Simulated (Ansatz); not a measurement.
## 1T-SrClBr monolayer in a perpendicular field

What dipole does a perpendicular field induce in the 1T-SrClBr monolayer, and does the gap follow? A positive field points along +c.

Main program and level: Ansatz 0.2.0; plane-wave DFT, PBE-D3(BJ), Ansatz PAW.

This is a report of a sequence of runs, with most program output left out.

### Step 1. Set-up

The cell holds 3 atoms: 1 Br, 1 Sr and 1 Cl. Cell: a = 4.133 Å, b = 4.133 Å, c = 38.170 Å, α = 90.0°, β = 90.0°, γ = 120.0°. Vacuum lies along c.

### Step 2. Relaxing the slab

The starting cell is a guess, so the in-plane lattice and the atoms are relaxed first, with the slab cut off from its images along the normal.

The input, input.yaml:

```yaml
crystal:
  lattice:
    - [4.133165, 0.0, 0.0]
    - [-2.0665825, 3.579425888, 0.0]
    - [0.0, 0.0, 38.1701222592]
  atoms:
    - { symbol: Br, position: [0.6666666667, 0.3333333333, 0.4532340736] }
    - { symbol: Sr, position: [0.0, 0.0, 0.5039395473] }
    - { symbol: Cl, position: [0.3333333333, 0.6666666667, 0.5467659264] }
  periodic: [true, true, false]
kpoints:
  mp_grid: { grid: [12, 12, 1] }
hamiltonian:
  xc: pbe
  dispersion: d3bj
scf:
  occupations: { method: fermi_dirac, width: 0.05 }
  convergence: { dr2_threshold: 1.0e-09 }
relax:
  f_tol: 0.004
  max_steps: 90
  cell: {}
output:
  write_potential: true
  write_density: true
  volumetric_format: npy
```

Run with:

```console
$ ansatz run input.yaml --threads 2 --pin off --max-ram 3072MiB --backend cpu --events-out ev --progress --plain --runs-dir out
```

It took 44 s on 2 threads of AMD EPYC 7R13 (Zen 3), shared host; peak memory 0.81 GiB.

Relaxation path:

| step | energy less that of the first step (eV) | largest force component (eV/Å) | volume (Å³) |
| --- | --- | --- | --- |
| 1 | 0.0000 | 0.5764 | 564.70 |
| 2 | -0.1281 | 0.1329 | 591.57 |
| 3 | -0.1736 | 0.1365 | 615.43 |
| 4 | -0.2051 | 0.0226 | 656.71 |
| 5 | -0.2052 | 0.0065 | 657.13 |
| 6 | -0.2052 | 0.0003 | 657.27 |
| 7* | -0.2059 | 0.0004 | 657.27 |

Relaxation steps marked * repeat the geometry before them on a plane-wave basis chosen anew for their cell, so energy and pressure can jump there.

The run keeps the 6 symmetry operations that it works with, so distortions that break them were not tested.

| cell as run | before | after | change |
| --- | --- | --- | --- |
| a (Å) | 4.133 | 4.459 | +7.9 % |
| b (Å) | 4.133 | 4.459 | +7.9 % |

The atoms that moved most (Å, along periodic axes as changes of fractional coordinates times the final cell, across vacuum about the mean position):

| atom | dx | dy | dz | length |
| --- | --- | --- | --- | --- |
| Br1 | 0.000 | 0.000 | 0.288 | 0.288 |
| Cl3 | 0.000 | 0.000 | -0.275 | 0.275 |
| Sr2 | 0.000 | 0.000 | -0.014 | 0.014 |

Final coordinates:

```cif
data_structure
_symmetry_space_group_name_H-M 'P 1'
_symmetry_Int_Tables_number 1
_cell_length_a 4.4591
_cell_length_b 4.4591
_cell_length_c 38.1701
_cell_angle_alpha 90.000
_cell_angle_beta 90.000
_cell_angle_gamma 120.000
_cell_volume 657.27
loop_
_atom_site_label
_atom_site_type_symbol
_atom_site_fract_x
_atom_site_fract_y
_atom_site_fract_z
_atom_site_occupancy
Br1 Br 0.66667 0.33333 0.46079 1
Sr2 Sr 0.00000 0.00000 0.50358 1
Cl3 Cl 0.33333 0.66667 0.53957 1
```

This step gave:

- gap on the k-mesh: 5.372 eV

The lattice constant a goes from 4.133 to 4.459 Å.

### Step 3. Single point, field 0

A sawtooth potential applies the field, turning back in the middle of the vacuum. With the dipole correction the typed value is the field outside the slab. The induced dipole is small, so the SCF threshold is tight.

The cell differs from the one that the last finished run ended in (c 38.170 → 21.007 Å).

The input, input.yaml:

```yaml
crystal:
  lattice:
    - [4.4590750459, 0.0, 0.0]
    - [-2.2295375229, 3.8616722671, 0.0]
    - [0.0, 0.0, 21.0068819379]
  atoms:
    - { symbol: Br, position: [0.6666666667, 0.3333333333, 0.4284310269] }
    - { symbol: Sr, position: [0.0, 0.0, 0.5061844179] }
    - { symbol: Cl, position: [0.3333333333, 0.6666666667, 0.5715689731] }
kpoints:
  mp_grid: { grid: [12, 12, 1] }
  band_path:
    path: [[0, 0, 0], [0.5, 0, 0], [0.33333333, 0.33333333, 0], [0, 0, 0]]
    npoints: 16
hamiltonian:
  xc: pbe
  dispersion: d3bj
scf:
  occupations: { method: fermi_dirac, width: 0.02585 }
  convergence: { dr2_threshold: 1.0e-10 }
efield:
  axis: 3
  dipole_correction: true
  ramp_position: 0.97
  ramp_width: 0.06
  amplitude: 0
output:
  dos: { projected: true, e_range: [-6, 5] }
  write_potential: true
  write_density: true
  volumetric_format: npy
  elf: true
```

Run time: 9.1 s. Hardware: 2 threads; peak memory 0.6 GiB.

Numbers from this step:

- dipole along the normal: 0.03736 e·Å
- gap along the path: 5.372 eV
- smallest direct gap along the path: 5.372 eV
- step between the vacuum levels: -0.3926 eV
- ionisation energy, upper face: 7.457 eV
- electron affinity, upper face: 2.085 eV
- ionisation energy, lower face: 7.849 eV
- gap, the smaller of path and mesh: 5.372 eV

Running mean over a fixed 2.8 Å (it still follows the layers) of the planar mean; the ramp of the sawtooth is left out. Table of electron's electrostatic potential energy less the Fermi level by z:

| z (Å) | electron's electrostatic potential energy less the Fermi level (eV) |
| --- | --- |
| 2.92 | 5.13 |
| 3.36 | 5.13 |
| 3.79 | 5.13 |
| 4.08 | 5.13 |
| 4.52 | 5.13 |
| 4.96 | 5.13 |
| 5.40 | 5.13 |
| 5.84 | 5.12 |
| 6.13 | 5.09 |
| 6.56 | 4.99 |
| 7.00 | 4.56 |
| 7.44 | 3.28 |
| 7.88 | 1.53 |
| 8.32 | 0.0343 |
| 8.61 | -0.794 |
| 9.04 | -2.73 |
| 9.48 | -5.24 |
| 9.92 | -6.54 |
| 10.36 | -6.49 |
| 10.65 | -6.30 |
| 11.09 | -6.02 |
| 11.52 | -5.22 |
| 11.96 | -3.06 |
| 12.40 | -0.585 |
| 12.69 | 0.561 |
| 13.13 | 1.97 |
| 13.57 | 3.36 |
| 14.00 | 4.32 |
| 14.44 | 4.64 |
| 14.88 | 4.71 |
| 15.17 | 4.73 |
| 15.61 | 4.73 |
| 16.05 | 4.74 |
| 16.48 | 4.74 |
| 16.92 | 4.74 |
| 17.21 | 4.74 |
| 17.65 | 4.74 |
| 18.09 | 4.74 |

The density of states has structure finer than the step of the table below, so its rows give means over 0.5 eV, whole bins alone (the curve runs from -6 to 3.68 eV). Peaks (eV: height): -4.26: 12.7, -4.15: 14.8, -3.79: 30.6, -3.27: 50.6, -2.91: 23.7, -2.77: 20.7, 3.62: 6.53.

Table of density of states by energy, zero at the Fermi level of the run, which the smearing sets inside the gap; means over each step:

energy (eV), density of states (states/eV a cell) and a bar:
```
     -5.0        0.0 
     -4.5        2.4 #######
     -4.0       10.1 ##############################
     -3.5        2.6 ########
     -3.0        9.5 ############################
     -2.5        0.2 #
     -2.0        0.0 
     -1.5        0.0 
     -1.0        0.0 
     -0.5        0.0 
      0.0        0.0 
      0.5        0.0 
      1.0        0.0 
      1.5        0.0 
      2.0        0.0 
      2.5        0.0 
      3.0        2.2 #######
```

Projected DOS per atom over height of the atomic layer and energy from the Fermi level. Layers: Br Sr Cl from below.

Values in states/eV, 22 rows by 3 columns, each cell a mean:
```
0.1 0.2 0.0
0.1 0.4 0.1
0.0 0.1 0.0
0.0 0.0 0.0
0.0 0.0 0.0
0.0 0.0 0.0
0.0 0.0 0.0
0.0 0.0 0.0
0.0 0.0 0.0
0.0 0.0 0.0
0.0 0.0 0.0
0.0 0.0 0.0
0.0 0.0 0.0
0.0 0.0 0.0
4.2 0.0 0.8
6.9 0.1 1.3
0.2 0.0 1.1
1.3 0.2 7.8
0.4 0.3 2.0
0.0 0.0 0.0
0.0 0.0 0.0
0.0 0.0 0.0
```
Columns: height of the atomic layer (Å) from 9 to 12.0 (not evenly spaced); rows upwards: energy from the Fermi level (eV) from -5.96 to 3.67.

Electronic bands along the path, in eV, zero at the Fermi level of the run, which the smearing sets inside the gap:

| point | band 9 | band 10 | band 11 | band 12 | band 13 | band 14 | band 15 | band 16 |
| --- | --- | --- | --- | --- | --- | --- | --- | --- |
| Γ | -3.92 | -2.87 | -2.72 | -2.72 | 2.65 | 3.75 | 3.75 | 3.99 |
| halfway | -3.86 | -3.21 | -2.86 | -2.77 | 3.16 | 3.83 | 4.32 | 4.40 |
| M | -3.81 | -3.28 | -2.98 | -2.92 | 2.92 | 4.54 | 4.99 | 5.28 |
| halfway | -3.77 | -3.26 | -3.11 | -2.93 | 3.27 | 4.31 | 4.59 | 5.57 |
| K | -3.79 | -3.28 | -3.15 | -2.97 | 3.90 | 3.92 | 4.30 | 5.57 |
| halfway | -3.86 | -3.25 | -2.94 | -2.77 | 3.43 | 3.75 | 4.14 | 4.46 |
| Γ | -3.92 | -2.87 | -2.72 | -2.72 | 2.65 | 3.75 | 3.75 | 3.99 |

Electrostatic potential energy in the ca plane at fractional y = 0.000, with atoms of Sr within 0.2 Å of it. With pseudopotentials it is smooth inside the atoms' cores, unlike the true potential.

Values in eV, 7 rows by 16 columns, each cell a mean:
```
  3   3   3   3   3   3   2  -3 -27 -28  -4   1   2   2   3   3
  3   3   3   3   3   3   2  -1 -10 -11  -1   2   2   3   3   3
  3   3   3   3   3   3   2   0  -1  -1   0   2   3   3   3   3
  3   3   3   3   3   3   2   0   0   0   0   2   3   3   3   3
  3   3   3   3   3   3   2   0  -3  -3   0   2   2   3   3   3
  3   3   3   3   3   3   2  -2 -16 -17  -2   2   2   3   3   3
  3   3   3   3   3   3   2  -4 -28 -29  -5   1   2   2   3   3
```
Columns run along c (16.0 Å, from fractional 0.09 to 0.85 of the cell; values clipped at the 3rd and 97th percentile), rows up along a (4.5 Å). Atoms in or near the plane, at fractional coordinates: Sr at (0.51, 0.00).

Valence density in the ca plane at fractional y = 0.000, with atoms of Sr within 0.2 Å of it. It is the smooth field of the valence electrons, not physical close to the nuclei.

Values in e/Å³, 7 rows by 16 columns, each cell a mean:
```
0.0 0.0 0.0 0.0 0.0 0.0 0.0 0.1 1.6 1.8 0.1 0.0 0.0 0.0 0.0 0.0
0.0 0.0 0.0 0.0 0.0 0.0 0.0 0.1 0.3 0.4 0.1 0.0 0.0 0.0 0.0 0.0
0.0 0.0 0.0 0.0 0.0 0.0 0.1 0.1 0.1 0.1 0.1 0.0 0.0 0.0 0.0 0.0
0.0 0.0 0.0 0.0 0.0 0.0 0.1 0.2 0.1 0.1 0.2 0.0 0.0 0.0 0.0 0.0
0.0 0.0 0.0 0.0 0.0 0.0 0.0 0.1 0.1 0.1 0.1 0.0 0.0 0.0 0.0 0.0
0.0 0.0 0.0 0.0 0.0 0.0 0.0 0.1 0.7 0.7 0.1 0.0 0.0 0.0 0.0 0.0
0.0 0.0 0.0 0.0 0.0 0.0 0.0 0.1 1.8 1.9 0.1 0.0 0.0 0.0 0.0 0.0
```
Columns run along c (16.0 Å, from fractional 0.09 to 0.85 of the cell), rows up along a (4.5 Å). Atoms in or near the plane, at fractional coordinates: Sr at (0.51, 0.00).

ELF in the ca plane at fractional y = 0.000, with atoms of Sr within 0.2 Å of it. It is the smooth field of the valence electrons, not physical close to the nuclei.

Ten even steps from '0' (0.00) to '9' (0.85), each cell a mean:
```
00000000000000000000039946982000000000000000
00000000000000000000016999940000000000000000
00000000000000000123211466310111000000000000
00000000000000002456641010024543100000000000
00000000000000013578874100257764210000000000
00000000000000024688886201478875310000000000
00000000000000024678886201368765310000000000
00000000000000013567763000136653200000000000
00000000000000001245421233102332000000000000
00000000000000000011003899720000000000000000
00000000000000000000028988971000000000000000
00000000000000000000049813993000000000000000
```
Columns run along c (16.0 Å, from fractional 0.09 to 0.85 of the cell), rows up along a (4.5 Å). Atoms in or near the plane, at fractional coordinates: Sr at (0.51, 0.00).

The gap is 5.37 eV, with the valence edge 7.46 eV and the conduction edge 2.08 eV under the upper vacuum level.

### Step 4. Atoms held, field 0.1 V/Å

Changes to input.yaml since step 3:

```diff
@@ -25,5 +25,4 @@
   ramp_width: 0.06
-  amplitude: 0
+  amplitude: 0.1
 output:
-  dos: { projected: true, e_range: [-6, 5] }
   write_potential: true
@@ -31,2 +30 @@
   volumetric_format: npy
-  elf: true
```

It took 9.3 s on 2 threads; peak memory 0.58 GiB; 18 s of CPU time.

The dipole is 0.0736 e·Å, 0.0362 e·Å from its value without field, and the gap 5.412 eV.

### Step 5. Single point, field -0.1 V/Å

Changes to input.yaml since step 4:

```diff
@@ -25,3 +25,3 @@
   ramp_width: 0.06
-  amplitude: 0.1
+  amplitude: -0.1
 output:
```

Run time: 9 s. Hardware: 2 threads; peak memory 0.56 GiB.

The dipole is 0.00115 e·Å, -0.0362 e·Å from its value without field, and the gap 5.317 eV.

### Step 6. Response, atoms held

This step: plane-wave DFT, PBE-D3(BJ), Ansatz PAW; response to a field along the normal, atoms held (Ansatz 0.2.0).

The dipoles give the slope, and the difference of two potentials shows where the field is screened.

This step gave:

```yaml
equivalent_conductor_thickness_p_eps_0ae: 3.805 Å
distance_between_the_outer_atoms: 3.007 Å
```

Table of dipole of the cell by applied field:

| applied field (V/Å) | dipole of the cell (e·Å) |
| --- | --- |
| -0.1000 | 0.00115 |
| 0.0000 | 0.0374 |
| 0.1000 | 0.0736 |

Local field over the applied field, running mean. From the potentials at -0.1 and 0.1 V/Å; running mean over 2.5 Å. Local field over applied field against z:

z (Å), local field over applied field and a bar from the least value:
```
     4.08      1.000 ##############################
     4.52      0.999 ##############################
     4.96      0.998 ##############################
     5.40      0.995 ##############################
     5.84      0.986 #############################
     6.27      0.963 ############################
     6.71      0.911 ##########################
     7.15      0.819 #######################
     7.59      0.695 #################
     8.02      0.562 ############
     8.46      0.436 #######
     8.90      0.337 ###
     9.34      0.283 
     9.77      0.271 
    10.21      0.278 
    10.80      0.296 #
    11.23      0.315 ##
    11.67      0.348 ###
    12.11      0.413 ######
    12.55      0.512 ##########
    12.98      0.629 ###############
    13.42      0.749 ####################
    13.86      0.857 ########################
    14.30      0.933 ###########################
    14.73      0.973 #############################
    15.17      0.990 ##############################
    15.61      0.996 ##############################
    16.05      0.999 ##############################
    16.48      1.000 ##############################
    16.92      1.000 ##############################
```

Electrons, planar mean, per unit field. The induced electron density by z:

| z (Å) | induced electron density (e/Å³ per V/Å) |
| --- | --- |
| 4.5 | 1.9e-6 |
| 5.0 | 7.1e-6 |
| 5.5 | 2.6e-5 |
| 6.0 | 8.8e-5 |
| 6.5 | 2.8e-4 |
| 7.0 | 8.0e-4 |
| 7.5 | 0.00197 |
| 8.0 | 0.00322 |
| 8.5 | 0.00197 |
| 9.0 | 4.6e-4 |
| 9.5 | -3.1e-4 |
| 10.0 | -0.00103 |
| 10.5 | -2.7e-4 |
| 11.0 | 6.2e-4 |
| 11.5 | 1.1e-4 |
| 12.0 | -5.8e-4 |
| 12.5 | -0.00205 |
| 13.0 | -0.00286 |
| 13.5 | -0.00157 |
| 14.0 | -6.1e-4 |
| 14.5 | -2.1e-4 |
| 15.0 | -6.2e-5 |
| 15.5 | -1.8e-5 |
| 16.0 | -4.8e-6 |
| 16.5 | -1.2e-6 |

The smaller of the gaps on the path and on the k-mesh, counted as 0 under 0.03 eV; in a wide-gap layer a fall can come from a state in the tilted vacuum. Table of gap by applied field:

| applied field (V/Å) | gap (eV) |
| --- | --- |
| -0.1000 | 5.32 |
| 0.0000 | 5.37 |
| 0.1000 | 5.41 |

By hand: between -0.1 and 0.1 V/Å the dipole changes by 0.07243 e·Å, a slope of 0.3621 e·Å²/V. A perfect conductor of thickness t has p = ε₀AEt, so t = 180.95 × 0.3621 / 17.219 = 3.81 Å (e/ε₀ = 180.95 V·Å, A in Å²).

The induced dipole is that of a conductor 3.81 Å thick.

### Step 7. Summary of results

```
gap without field                          : 5.37 eV
ionisation energy, upper face              : 7.46 eV
electron affinity, upper face              : 2.08 eV
step between the vacuum levels             : -0.393 eV
equivalent conductor thickness, atoms held : 3.81 Å
```

In words: The induced dipole equals that of a perfect conductor 3.81 Å thick, while the outer atoms lie 3.01 Å apart; an out-of-plane ε follows only once a thickness t is chosen, by 1 − 1/ε = 3.81 Å / t. The two faces differ: the vacuum level above lies 0.39 eV lower than the one below. The gap goes from 5.37 eV to 5.32 eV at -0.1 V/Å. In a field the lowest empty level of a wide-gap layer can be a state in the vacuum, whose place depends on the cell. Semilocal functionals give gaps that are too small, and excitons are not included. Spin-orbit coupling is left out.

[Logs are printed without paths, hosts, clocks, repeated set-up lines and the standing remarks that a program may print on its own settings, such as how far it seeks lower states.]

[Hosts, paths, dates, database ids (printed as entryN), source tags and the programs' standing remarks are cut or masked in the printed files.]

[Maps of the electrostatic potential energy from Ansatz leave out the sawtooth potential of an applied field or a dipole correction, so their vacuum need not be flat; planar profiles and work functions include it.]

[The density of states shown here was stored with 400 of the rows of the run's finer table, so its peaks can read low, often by over a quarter, or be missed, and its means over a window can be off by a tenth or more.]
